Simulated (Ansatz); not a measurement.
# CaO (Lime, Fm-3m): phonons against volume, part 2 of 4

Wanted: mode Grüneisen parameters of CaO (Lime) and a free-energy fit over volumes.

What experiment has found for this phase:
- heat capacity C_P per formula unit 42.2 J/mol/K and bulk modulus 113 GPa near room temperature (given in “High-Throughput Prediction of Finite-Temperature Properties using the Quasi-Harmonic Approximation”, 2016, arXiv:1603.06924)

Ansatz 0.2.0; DFT LDA, scalar-relativistic, plane waves, PAW.

So far. Step 2 (A first coarse run): The start is under -7.4 GPa at this level and looks like an insulator or semiconductor on this mesh. Step 4 (Tight relaxation): The residual pressure is -0.0071 GPa, small enough for phonons.

## Step 5: Phonons, V/V0 1

Phonons at this volume give one point of F(V, T); meshes stay fixed along the series.

Input file input.yaml:

```yaml
crystal:
  lattice:
    - [0.0, 2.353950931, 2.353950931]
    - [2.353950931, 0.0, 2.353950931]
    - [2.353950931, 2.353950931, 0.0]
  atoms:
    - { symbol: Ca, position: [0.0, 0.0, 0.0] }
    - { symbol: O, position: [0.5, 0.5, 0.5] }
kpoints:
  mp_grid: { grid: [8, 8, 8] }
hamiltonian:
  xc: lda
scf:
  occupations: { method: fixed }
output:
  eigenvalues: true
phonons:
  method: dfpt
  dielectric: true
  rigid_motions: translations
  qmesh: [4, 4, 4]
  temperatures: { t_max: 1000, t_step: 50 }
  qpath:
    path:
      - [[0.0, 0.0, 0.0], [0.5, 0.0, 0.5], [0.625, 0.25, 0.625]]
      - [[0.375, 0.375, 0.75], [0.0, 0.0, 0.0], [0.5, 0.5, 0.5], [0.5, 0.25, 0.75], [0.5, 0.0, 0.5]]
    npoints: 10
```

Command:

```sh
$ ansatz run input.yaml --threads 4 --pin off --max-ram 16384MiB --backend cpu --events-out ev --progress --plain --runs-dir out
```

Numbers of over 12 decimals in the logs are rounded to 6 here.

The log of the run:

```text
[...]
Crystal: 2 atoms, lattice volume = 26.087 Å³
Basis set: ecut = 420 eV, 531 PW (Γ), exchange–correlation on 48×48×48 points (8 copies of the dense FFT grid, shifted against one another)
Bands: 12, of which v1, the nominal top of the filled ones, is band 8 counted from 1 (7 counted from 0)
Symmetry: 48 space group operations
k-points: 59 of 512 (irreducible under 8 space group operations, time reversal used)
[...]
SCF iter   1: F=—  HF=-2331.659068 eV  |F-HF|=—  |Δ(HF+E_count)|=         —  Δρ=1.71e-2  dr2=7.32e-2  ethr=1.77e-3  ⟨swp⟩=4.7  Hψ=4215  notcnv=0  defer=16
[...]
SCF iter   8: F=-2331.639768 eV  HF=-2331.639768 eV  |F-HF|=4.55e-13  |Δ(HF+E_count)|=  1.64e-11  Δρ=2.68e-8  dr2=1.12e-13  ethr=1.00e-12  ⟨swp⟩=4.0  Hψ=2774  notcnv=0
SCF 1 converged in 8 iterations: F = -2331.639768 eV  dr2 = 1.12e-13
[...]
DFPT response loops at Γ: preconditioner auto → none (the input reference at scf.mixing.eps_inf says where Resta's filter doesn't serve); β = 0.50; Broyden in place of MSR1
── the response to a field inside a basis, on 8×8×8 k-points: an SCF that follows is theirs, and a resumed run solves both again ──
Bands: 9, of which v1, the nominal top of the filled ones, is band 8 counted from 1 (7 counted from 0)
k-points: 60 of 512 (irreducible under 12 space group operations)
[...]
Eigensolver: Dense (60 Hₖ)
SCF iter   1: F=—  HF=-2331.644032 eV  |F-HF|=—  |Δ(HF+E_count)|=         —  Δρ=8.41e-4  dr2=2.71e-5  ethr=1.00e-1
[...]
SCF iter   4: F=-2331.644026 eV  HF=-2331.644026 eV  |F-HF|=3.13e-9  |Δ(HF+E_count)|=   2.22e-6  Δρ=2.19e-5  dr2=3.57e-8  ethr=5.88e-8
SCF 1 converged in 4 iterations: F = -2331.644026 eV  dr2 = 3.57e-8
[...]
NSCF: frozen V_eff on 29 k-points
[...]
DFPT response loops at q = (0, 0, -0.5) (fractional): preconditioner auto → Resta (q_TF=auto, 2.515 Å⁻¹)  ε∞=4.2 (no band partly filled); β = 1.00, the filter's whole step (`scf.mixing.beta` (0.50) is not read by the response loops at its default; to damp them type it under 1.00, their step now; it binds the ground state too); Broyden in place of MSR1
[...]
SCF converged after 8 iterations
Free energy (F): -2331.639768 eV
[...]
Internal energy: -2331.639768 eV  (E = F + TS)
E sigma→0 (E₀):  -2331.639768 eV
Fermi energy:    7.994775 eV
[...]
--- Band table (eV; the first three rows and the last of 59) ---
  k-point 0: bands = [... 4 lower, -7.3324, 7.9948, 7.9948, 7.9948, 13.0830, 14.2648, 14.2648, 14.2648]
  k-point 1: bands = [... 4 lower, -7.0269, 7.4269, 7.7558, 7.7558, 13.7761, 14.2286, 14.5553, 14.5553]
  k-point 2: bands = [... 4 lower, -6.4520, 6.3513, 7.2496, 7.2496, 14.3158, 15.2637, 15.3212, 15.3212]
  k-point 58: bands = [... 4 lower, -6.5536, 6.5878, 6.9274, 6.9274, 14.3827, 14.3827, 16.8154, 17.9650]
--- Phonons (Γ-DFPT): 2 representative perturbations + reference, on 59 of 512 k-points (Σ response iterations 6) ---
  k mesh reduced under 8 symmetry operations, with k and −k counted as one. Each operation leaves every solved perturbation unchanged. A smaller set is not considered because the run solves the response to a homogeneous field
  ASR residual: 2.513e-5 → 0.000e0 eV/Å²; symmetrization residual: 1.289e-6 eV/Å²
  ASR residual per site (eV/Å²): 2.51e-5 1.49e-5
  Γ frequencies (cm⁻¹): 0.00 0.00 0.00 290.37 290.37 290.37
  ε∞ (high-frequency dielectric tensor):
        3.880892    -0.000000    -0.000000
       -0.000000     3.880892    -0.000000
       -0.000000    -0.000000     3.880892
  ε⁰ (static dielectric tensor: ions relaxed, cell fixed):
       14.913213     0.000000    -0.000000
        0.000000    14.913213    -0.000000
       -0.000000    -0.000000    14.913213
  ε⁰ − ε∞ (ionic part):
       11.032321     0.000000    -0.000000
        0.000000    11.032321    -0.000000
       -0.000000    -0.000000    11.032321
  softest optical mode at Γ: 290.37 cm⁻¹; the repairs (sum rule, projections) moved no ω² at Γ by more than (0.62 cm⁻¹)²
  Born effective charges Z* (e; rows j = field, columns β = displacement):
    site 0:
         2.37461   -0.00000   -0.00000
         0.00000    2.37461    0.00000
        -0.00000   -0.00000    2.37461
    site 1:
        -2.37461    0.00000    0.00000
        -0.00000   -2.37461   -0.00000
         0.00000    0.00000   -2.37461
  Z* charge neutrality: 6.209e-4 e pre-enforcement
  solved inside a basis spanned on kpoints, on 8×8×8 k-points, its susceptibility summed on 12×12×12: ε∞ is read to err by 9.0e-3, Z* by 1.1e-2 e (field_mesh: kpoints solves on kpoints); Z* is corrected for what the basis lacks
  optical modes at Γ without the LO–TO term, one row a degenerate level:
      ω (cm⁻¹)  modes    IR ((D/Å)²/amu)
        290.37      3            34.1314
  optical modes at Γ + LO–TO along q̂ = [1.0000, 0.0000, 0.0000]:
      ω (cm⁻¹)  modes    IR ((D/Å)²/amu)
        290.37      2            22.7543
        569.21      1            11.3771
  optical modes at Γ + LO–TO along q̂ = [0.0000, 1.0000, 0.0000]:
      ω (cm⁻¹)  modes    IR ((D/Å)²/amu)
        290.37      2            22.7543
        569.21      1            11.3771
  optical modes at Γ + LO–TO along q̂ = [0.0000, 0.0000, 1.0000]:
      ω (cm⁻¹)  modes    IR ((D/Å)²/amu)
        290.37      2            22.7543
        569.21      1            11.3771
--- Phonons (arbitrary-q DFPT): 8 irreducible q on the 4×4×4 mesh ---
  q = [0.0000, 0.0000, 0.0000] (star 1, of the zone-centre solve; hermiticity 7.27e-7, symmetrization 1.93e-14): -0.00 -0.00 0.00 290.37 290.37 290.37
  q = [0.0000, 0.0000, 0.2500] (star 8, 2 solved perturbations on 288 of 512 k-point pairs; hermiticity 1.61e-7, symmetrization 9.42e-14): 136.80 136.80 238.29 308.54 308.54 544.62
[...]
q = [0.0000, 0.2500, 0.2500] (star 6, 4 solved perturbations in 528 linear systems a pass and spin channel, the states on 164 of 512 k-point pairs; hermiticity 3.44e-7, symmetrization 3.36e-14): 146.83 146.83 247.75 306.84 306.84 497.58
[...]
sum rule: each row above includes the acoustic sum rule's correction from the zone centre's row sums; it moved no ω² by more than (0.50 cm⁻¹)²
  mesh force constants: q→R imaginary residual 1.53e-18; ASR residual 2.513e-5 → 0.000e0 eV/Å²; symmetrization residual 1.066e-14 eV/Å²
  interpolated dispersion: 63 rows × 6 modes
  density of states and harmonic sums: on the 24×24×24 q-mesh, interpolated from the force constants of a 4×4×4 supercell (with the dipole–dipole term)
  largest difference from the sums on the solved wave vectors: F 8.83e-3 eV, S 1.29e-5 and C_V 3.97e-6 eV/K
  zero-point energy: 0.111849 eV/cell   skipped modes (ω ≤ 0): 3   left out of the sums: 3.62e-5 of the cell's modes: C_V's classical limit lies that fraction below 3 k_B per atom; for a crystal, a wire or a layer, F and S can be off by more, and a phonons.interpolated_qmesh denser along its periods is the remedy for the sampling
```

Run time: 27 s. Hardware: 4 threads of Intel Xeon Platinum 8488C (Sapphire Rapids), shared host; peak memory 0.73 GiB.

Numbers from this step:

| Item | Value |
| --- | --- |
| Γ frequencies | 0, 0, 0, 290.4, 290.4, 290.4 cm⁻¹ (negative: imaginary) |
| lowest frequency on the path | 0 cm⁻¹ |
| zero-point energy | 0.1118 eV/cell |
| point group | m-3m |
| highest frequency | 569.2 cm⁻¹ |
| Debye temperature from the second moment | 587 K |

LO-TO term included. The phonon branches at the labelled points (cm⁻¹):

```csv
point,branch 1,branch 2,branch 3,branch 4,branch 5,branch 6
Γ,0,0,0,290,290,569
halfway,147,147,248,307,307,498
X,205,205,311,314,314,393
halfway,208,231,307,315,338,387
U,211,281,293,318,371,387
jump to K,211,281,293,318,371,387
halfway,159,176,262,314,319,518
Γ,0,0,0,290,290,569
halfway,137,137,238,308,308,545
L,189,189,324,324,384,486
halfway,206,236,326,336,346,446
W,251,276,276,353,353,372
halfway,230,231,303,327,345,382
X,205,205,311,314,314,393
```

The phonon branches as a text plot (rows in cm⁻¹):

```
    557 |****                     **********
    534 |    **                  *          **
    510 |                       *             **
    486 |      *               *                ****
    462 |       *            **                     **
    439 |        *          *                         **
    415 |         **       *                            *
    391 |           ***** *                      **      *    ***
    368 |               ****                    *  ***    ****
    344 |              *    ***                *     **********
    320 |       ******************          *************    ****
    296 |******* ***   *****   * ***********                ***
    273 |       *        ***    *            *           ***
    249 |      *        *   *               *          *******
    225 |              *     **  *                   ****    **
    202 |    **   **************           *      *****        **
    178 |   *   **             ** **          ****
    154 |      *                **        *  *
    130 |    **                  *  *       *
    107 |  **                     **     * *
     83 |                           *     *
     59 | **                         *  **
     36 | *                          *  *
     12 |*                            **
         Γ           X  U|K            Γ         L        W     X
```

The phonon density of states has structure finer than the step of the table below, so its rows give means over 25 cm⁻¹, whole bins alone (the curve runs from 2.5 to 568 cm⁻¹). Peaks (cm⁻¹: height): 207.5: 0.0307, 322.5: 0.0953.

Tetrahedra on 24 24 24, mean over bins of 5 cm⁻¹. The phonon density of states by wavenumber; means over each step:

wavenumber (cm⁻¹), phonon density of states (1/cm⁻¹/cell) and a bar:
```
       25     0.0001 
       50     0.0004 
       75     0.0010 
      100     0.0020 #
      125     0.0038 ##
      150     0.0069 ###
      175     0.0137 #######
      200     0.0270 #############
      225     0.0170 ########
      250     0.0107 #####
      275     0.0072 ###
      300     0.0294 ##############
      325     0.0615 ##############################
      350     0.0172 ########
      375     0.0039 ##
      400     0.0058 ###
      425     0.0061 ###
      450     0.0068 ###
      475     0.0072 ###
      500     0.0055 ###
      525     0.0040 ##
      550     0.0026 #
```

Harmonic. Thermo, by row:

```csv
T (K),F_vib (meV/atom),S (J/mol-atom/K),C_V (J/mol-atom/K)
0,55.92,0,0
50,55.88,0.388,1.355
100,55.08,3.102,7.578
150,52.41,7.333,13.33
200,47.46,11.72,17.05
250,40.32,15.79,19.36
300,31.17,19.46,20.83
350,20.21,22.75,21.8
400,7.64,25.71,22.48
450,-6.38,28.39,22.96
500,-21.73,30.82,23.32
550,-38.29,33.06,23.59
600,-55.97,35.12,23.8
650,-74.67,37.03,23.96
700,-94.33,38.81,24.09
750,-114.9,40.48,24.2
800,-136.3,42.04,24.29
850,-158.4,43.52,24.36
900,-181.3,44.91,24.42
950,-205,46.23,24.47
1000,-229.3,47.49,24.52
```

The modes has structure finer than the step of the table below, so its rows give means over 25 cm⁻¹, whole bins alone (the curve runs from -10 to 595 cm⁻¹). Peaks (cm⁻¹: height): Ca 199.4: 0.0261, 306.0: 0.0235; O 321.2: 0.0643.

Phonopy on the run's constants, 21x21x21 mesh, Gaussian sigma 4.3 cm⁻¹. The modes by wavenumber; means over each step; values in 1/cm⁻¹/cell:

```csv
wavenumber (cm⁻¹),Ca,O
25,7.5e-5,2.8e-5
50,3.2e-4,1.2e-4
75,7.2e-4,2.5e-4
100,0.00151,4.5e-4
125,0.00309,7.8e-4
150,0.00587,0.00113
175,0.0124,0.00142
200,0.0246,0.00171
225,0.0162,0.00114
250,0.00995,7.5e-4
275,0.00674,9.0e-4
300,0.0167,0.0134
325,0.0120,0.0478
350,0.00392,0.0137
375,0.00144,0.00307
400,2.4e-4,0.00536
425,3.3e-4,0.00577
450,5.3e-4,0.00617
475,8.1e-4,0.00634
500,9.9e-4,0.00448
525,9.4e-4,0.00304
550,7.0e-4,0.00193
575,1.0e-4,2.7e-4
```

Born charge (rows field, columns displacement) (e), principal values of the symmetric part by kind of site:

```csv
atom,atoms with these values,low,middle,high,mean
Ca1,1,2.37,2.37,2.37,2.37
O2,1,-2.37,-2.37,-2.37,-2.37
```

In full for O2:

```
-2.37  0.00  0.00
 0.00 -2.37  0.00
 0.00  0.00 -2.37
```

ε∞:

```
3.88 0.00 0.00
0.00 3.88 0.00
0.00 0.00 3.88
```

No LO-TO term. The modes at Γ (shares of kinetic energy by element, %):

```csv
mode,frequency (cm⁻¹),symmetry,Ca %,O %
1,0.0,T1u,71,29
2,0.0,T1u,71,29
3,0.0,T1u,71,29
4,290.4,T1u,29,71
5,290.4,T1u,29,71
6,290.4,T1u,29,71
```

Displacements in mode 5 (290.4 cm⁻¹), the largest set to 1:
```
Ca1 -0.40  0.00  0.00
O2   1.00  0.00  0.00
```

No mode is imaginary beyond numerical noise at the solved wavevectors.

## Step 6: A cell at another volume, V/V0 1.015

Symmetry fixes every atom, so a single point at the scaled cell gives the energy and pressure of this member.

The cell differs from the one that the last finished run ended in (a 3.329 → 3.346 Å, b 3.329 → 3.346 Å, c 3.329 → 3.346 Å).

input.yaml, the sections that differ from step 5:

```yaml
crystal:
  lattice:
    - [0.0, 2.3656623224, 2.3656623224]
    - [2.3656623224, 0.0, 2.3656623224]
    - [2.3656623224, 2.3656623224, 0.0]
  atoms:
    - { symbol: Ca, position: [0.0, 0.0, 0.0] }
    - { symbol: O, position: [0.5, 0.5, 0.5] }
output:
  forces: true
  stress: true
  eigenvalues: true
# kpoints, hamiltonian, scf: as in step 5
# phonons: removed
```

The log of the run:

```text
[...]
Crystal: 2 atoms, lattice volume = 26.478 Å³
Basis set: ecut = 420 eV, 531 PW (Γ)
Bands: 12, of which v1, the nominal top of the filled ones, is band 8 counted from 1 (7 counted from 0)
Symmetry: 48 space group operations
[...]
k-points: 29 of 512
[...]
SCF iter   1: F=—  HF=-2331.656612 eV  |F-HF|=—  |Δ(HF+E_count)|=         —  Δρ=1.68e-2  dr2=7.27e-2  ethr=1.77e-3  ⟨swp⟩=4.6  Hψ=2046  notcnv=0  defer=10
[...]
SCF iter   6: F=-2331.637324 eV  HF=-2331.637324 eV  |F-HF|=1.31e-8  |Δ(HF+E_count)|=   7.52e-7  Δρ=1.15e-5  dr2=2.26e-8  ethr=6.25e-10  ⟨swp⟩=5.1  Hψ=2116  notcnv=0
SCF 1 converged in 6 iterations: F = -2331.637324 eV  dr2 = 2.26e-8
[...]
SCF converged after 6 iterations
Free energy (F): -2331.637324 eV
[...]
Internal energy: -2331.637324 eV  (E = F + TS)
E sigma→0 (E₀):  -2331.637324 eV
Fermi energy:    7.820313 eV
[...]
--- Stress (GPa, compression-positive) ---
       -1.863187       0.000000      -0.000000
       -0.000000      -1.863187       0.000000
       -0.000000       0.000000      -1.863187
  P = ⅓ Tr σ = -1.8632 GPa (-18.632 kbar)
--- Band table (eV; the first three rows and the last of 29) ---
  k-point 0: bands = [... 4 lower, -7.4784, 7.8203, 7.8203, 7.8203, 12.7795, 14.0572, 14.0572, 14.0572]
  k-point 1: bands = [... 4 lower, -7.1933, 7.2566, 7.5876, 7.5876, 13.4724, 14.0178, 14.3424, 14.3424]
  k-point 2: bands = [... 4 lower, -6.6461, 6.1941, 7.0939, 7.0939, 14.0987, 14.9526, 15.0940, 15.0940]
  k-point 28: bands = [... 4 lower, -6.7325, 6.4382, 6.7502, 6.7502, 14.1652, 14.1652, 16.5332, 17.6881]
```

The job ended after 0.31 s (4 threads; peak memory 0.32 GiB; 0.68 s of CPU time).

Numbers from this step:

* pressure: -1.863 GPa
* gap on the k-mesh: 3.461 eV
* volume per atom: 13.24 Å³

At this level the gap is 3.46 eV on the k-mesh of the self-consistent run, which can miss the band edges.

## Step 7: Phonons, V/V0 1.015

Phonons at this volume give one point of F(V, T); meshes stay fixed along the series.

input.yaml, the sections that differ from step 6:

```yaml
output:
  eigenvalues: true
phonons:
  method: dfpt
  dielectric: true
  rigid_motions: translations
  qmesh: [4, 4, 4]
  temperatures: { t_max: 1000, t_step: 50 }
  qpath:
    path:
      - [[0.0, 0.0, 0.0], [0.5, 0.0, 0.5], [0.625, 0.25, 0.625]]
      - [[0.375, 0.375, 0.75], [0.0, 0.0, 0.0], [0.5, 0.5, 0.5], [0.5, 0.25, 0.75], [0.5, 0.0, 0.5]]
    npoints: 10
# crystal, kpoints, hamiltonian, scf: as in step 6
```

The log of the run:

```text
[...]
Crystal: 2 atoms, lattice volume = 26.478 Å³
Basis set: ecut = 420 eV, 531 PW (Γ), exchange–correlation on 48×48×48 points (8 copies of the dense FFT grid, shifted against one another)
Bands: 12, of which v1, the nominal top of the filled ones, is band 8 counted from 1 (7 counted from 0)
Symmetry: 48 space group operations
k-points: 59 of 512 (irreducible under 8 space group operations, time reversal used)
[...]
optical modes at Γ + LO–TO along q̂ = [0.0000, 1.0000, 0.0000]:
      ω (cm⁻¹)  modes    IR ((D/Å)²/amu)
        279.37      2            22.6339
        559.94      1            11.3169
  optical modes at Γ + LO–TO along q̂ = [0.0000, 0.0000, 1.0000]:
      ω (cm⁻¹)  modes    IR ((D/Å)²/amu)
        279.37      2            22.6339
        559.94      1            11.3169
--- Phonons (arbitrary-q DFPT): 8 irreducible q on the 4×4×4 mesh ---
[...]
interpolated dispersion: 63 rows × 6 modes
[...]
[key lines of the parts left out:]
SCF converged after 8 iterations
Free energy (F): -2331.637325 eV
Fermi energy:    7.820188 eV
```

Elapsed: 28 s, on 4 threads; peak memory 0.75 GiB; 99 s of CPU time.

No mode is imaginary beyond numerical noise at the solved wavevectors. The highest zone-centre mode (no LO–TO term) moved by -3.8 % for a volume change of +1.5 %.

## Step 8: Single point at a scaled cell, V/V0 0.985

Symmetry fixes every atom, so a single point at the scaled cell gives the energy and pressure of this member.

The cell differs from the one that the last finished run ended in (a 3.346 → 3.312 Å, b 3.346 → 3.312 Å, c 3.346 → 3.312 Å).

input.yaml, the sections that differ from step 7:

```yaml
crystal:
  lattice:
    - [0.0, 2.3421218322, 2.3421218322]
    - [2.3421218322, 0.0, 2.3421218322]
    - [2.3421218322, 2.3421218322, 0.0]
  atoms:
    - { symbol: Ca, position: [0.0, 0.0, 0.0] }
    - { symbol: O, position: [0.5, 0.5, 0.5] }
output:
  forces: true
  stress: true
  eigenvalues: true
# kpoints, hamiltonian, scf: as in step 7
# phonons: removed
```

The log of the run:

```text
[...]
Crystal: 2 atoms, lattice volume = 25.696 Å³
Basis set: ecut = 420 eV, 531 PW (Γ)
Bands: 12, of which v1, the nominal top of the filled ones, is band 8 counted from 1 (7 counted from 0)
Symmetry: 48 space group operations
[...]
k-points: 29 of 512
[...]
--- Band table (eV; the first three rows and the last of 29) ---
  k-point 0: bands = [... 4 lower, -7.1812, 8.1749, 8.1749, 8.1749, 13.3964, 14.4778, 14.4778, 14.4778]
  k-point 1: bands = [... 4 lower, -6.8533, 7.6030, 7.9296, 7.9296, 14.0882, 14.4464, 14.7737, 14.7737]
  k-point 2: bands = [... 4 lower, -6.2496, 6.5131, 7.4104, 7.4104, 14.5384, 15.5544, 15.5544, 15.5848]
  k-point 28: bands = [... 4 lower, -6.3673, 6.7422, 7.1111, 7.1111, 14.6062, 14.6062, 17.1059, 18.2495]
[key lines of the parts left out:]
SCF converged after 6 iterations
Free energy (F): -2331.637166 eV
Fermi energy:    8.174923 eV
P = ⅓ Tr σ = 2.0033 GPa (20.033 kbar)
```

The job ended after 1.3 s (4 threads; peak memory 0.32 GiB; 1.7 s of CPU time).

The run ends at a pressure of 2.00 GPa.

(Continued in part 3 of 4.)

[Logs are printed without paths, hosts, clocks, repeated set-up lines and the standing remarks that a program may print on its own settings, such as how far it seeks lower states.]

[Hosts, paths, dates, database ids (printed as entryN), source tags and the programs' standing remarks are cut or masked in the printed files.]

[A step with changed settings may run another functional than the one named; its input shows which.]


